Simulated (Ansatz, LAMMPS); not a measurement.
**Glassy 73SiO2-27K2O (mol %) (90 atoms), the relaxed geometry**

The starting structure: 90 atoms (22 Si, 16 K, 52 O) placed at random at 2.4 g/cm³, melted at 4000 K for 10 ps at fixed volume with the Morse and Coulomb pair potential with partial charges (Pedone, Malavasi, Menziani, Cormack and Segre, J. Phys. Chem. B 110, 11780 (2006)). Quenched from 4000 K to 300 K at 50 K/ps and fixed volume, held 10 ps at zero pressure.

Geometry: the relaxed geometry. Computed with Ansatz 0.2.0: Kohn-Sham DFT, PBE, PAW (set soft_2), plane waves; cutoff 420 eV, Γ point, fermi-dirac smearing of 0.05 eV; density 2.38 g/cm³.

Cell vectors (Å):

```
11.319 0.000 0.000
0.000 11.319 0.000
0.000 0.000 11.319
```

Positions (Å):

```
1 Si 9.316 7.818 0.319
2 Si 10.716 2.778 4.128
3 Si 0.092 10.440 9.284
4 Si 8.336 1.535 5.113
5 Si 0.956 0.959 2.178
6 Si 2.397 6.674 0.791
7 Si 8.778 6.140 6.560
8 Si 1.937 8.655 4.714
9 Si 8.711 10.718 2.846
10 Si 10.236 7.587 8.816
11 Si 6.065 0.934 7.200
12 Si 4.531 2.874 5.165
13 Si 11.261 9.307 2.397
14 Si 6.340 5.378 4.972
15 Si 10.110 0.880 0.227
16 Si 3.725 6.479 3.569
17 Si 3.849 6.769 9.425
18 Si 2.772 9.316 10.625
19 Si 8.009 3.649 3.042
20 Si 1.962 4.392 5.245
21 Si 1.502 6.663 7.233
22 Si 4.153 1.928 2.124
23 K 9.745 2.370 8.159
24 K 9.978 9.364 6.006
25 K 6.797 8.520 8.723
26 K 7.867 7.593 3.439
27 K 1.867 3.636 0.231
28 K 5.680 10.701 4.418
29 K 6.560 4.278 8.203
30 K 10.796 6.106 3.171
31 K 6.802 1.732 0.118
32 K 3.455 9.724 7.408
33 K 1.377 0.963 6.020
34 K 6.136 9.906 0.448
35 K 3.684 1.453 9.907
36 K 5.799 5.291 0.654
37 K 3.400 10.046 2.332
38 K 9.726 4.538 0.179
39 O 9.245 0.342 1.585
40 O 2.284 8.309 0.545
41 O 5.856 1.741 8.561
42 O 10.458 9.211 8.665
43 O 7.044 6.285 6.124
44 O 0.128 1.451 3.517
45 O 0.189 1.609 0.886
46 O 9.570 6.813 5.350
47 O 3.038 6.054 10.693
48 O 8.931 7.272 7.863
49 O 8.945 4.676 7.154
50 O 1.438 5.184 6.547
51 O 8.572 0.116 4.370
52 O 7.601 1.362 6.540
53 O 5.062 0.624 2.160
54 O 0.245 6.813 8.218
55 O 0.616 3.755 4.579
56 O 3.868 8.407 9.738
57 O 2.479 1.465 2.284
58 O 3.541 10.595 11.135
59 O 1.162 5.819 1.246
60 O 4.997 1.535 5.957
61 O 8.798 6.656 1.298
62 O 2.686 5.368 4.166
63 O 2.984 3.207 5.730
64 O 9.319 1.954 10.700
65 O 4.241 2.885 0.837
66 O 7.364 9.934 2.624
67 O 9.847 2.193 5.397
68 O 5.269 6.242 4.045
69 O 4.401 2.800 3.563
70 O 9.713 3.599 3.144
71 O 7.561 3.640 1.547
72 O 5.312 6.200 9.291
73 O 1.524 9.643 9.611
74 O 3.347 7.940 4.193
75 O 0.867 8.411 3.459
76 O 5.497 4.132 5.626
77 O 10.112 7.041 10.332
78 O 9.978 9.738 3.312
79 O 2.258 10.163 5.048
80 O 2.918 6.709 8.039
81 O 5.877 10.664 7.152
82 O 10.718 10.936 10.693
83 O 3.671 6.550 1.940
84 O 7.509 2.423 4.037
85 O 7.491 4.963 3.896
86 O 10.695 8.519 1.127
87 O 0.858 10.646 2.083
88 O 1.458 7.825 6.068
89 O 0.315 0.271 8.203
90 O 8.263 8.828 10.998
```

**Question.** What Löwdin charge does each atom carry?

Charges in e, in the order of the atoms, ten a line:

```
+1.582 +1.734 +1.673 +1.712 +1.718 +1.646 +1.567 +1.629 +1.651 +1.728
+1.567 +1.727 +1.720 +1.720 +1.658 +1.748 +1.643 +1.629 +1.674 +1.763
+1.759 +1.588 +0.861 +0.880 +0.860 +0.870 +0.885 +0.868 +0.866 +0.854
+0.858 +0.882 +0.872 +0.865 +0.871 +0.859 +0.880 +0.866 -0.803 -0.808
-0.981 -0.822 -0.814 -0.803 -0.830 -0.989 -0.828 -0.840 -0.968 -0.786
-0.819 -0.806 -0.989 -0.787 -0.796 -0.847 -0.818 -0.972 -0.948 -0.826
-1.000 -0.791 -0.810 -0.968 -0.998 -0.971 -0.798 -0.802 -0.796 -0.808
-0.949 -0.956 -0.822 -0.821 -0.809 -0.802 -0.808 -0.830 -0.968 -0.811
-0.983 -0.788 -0.817 -0.790 -0.808 -0.780 -0.802 -0.810 -0.982 -0.974
```

Forces are small here, 0.014 eV/Å r.m.s. The Löwdin charges lack the electrons that the projection spills, 0.067 e an atom on average.

[Logs are printed without paths, hosts, clocks, repeated set-up lines and the standing remarks that a program may print on its own settings, such as how far it seeks lower states.]

[Hosts, paths, dates, database ids (printed as entryN), source tags and the programs' standing remarks are cut or masked in the printed files.]
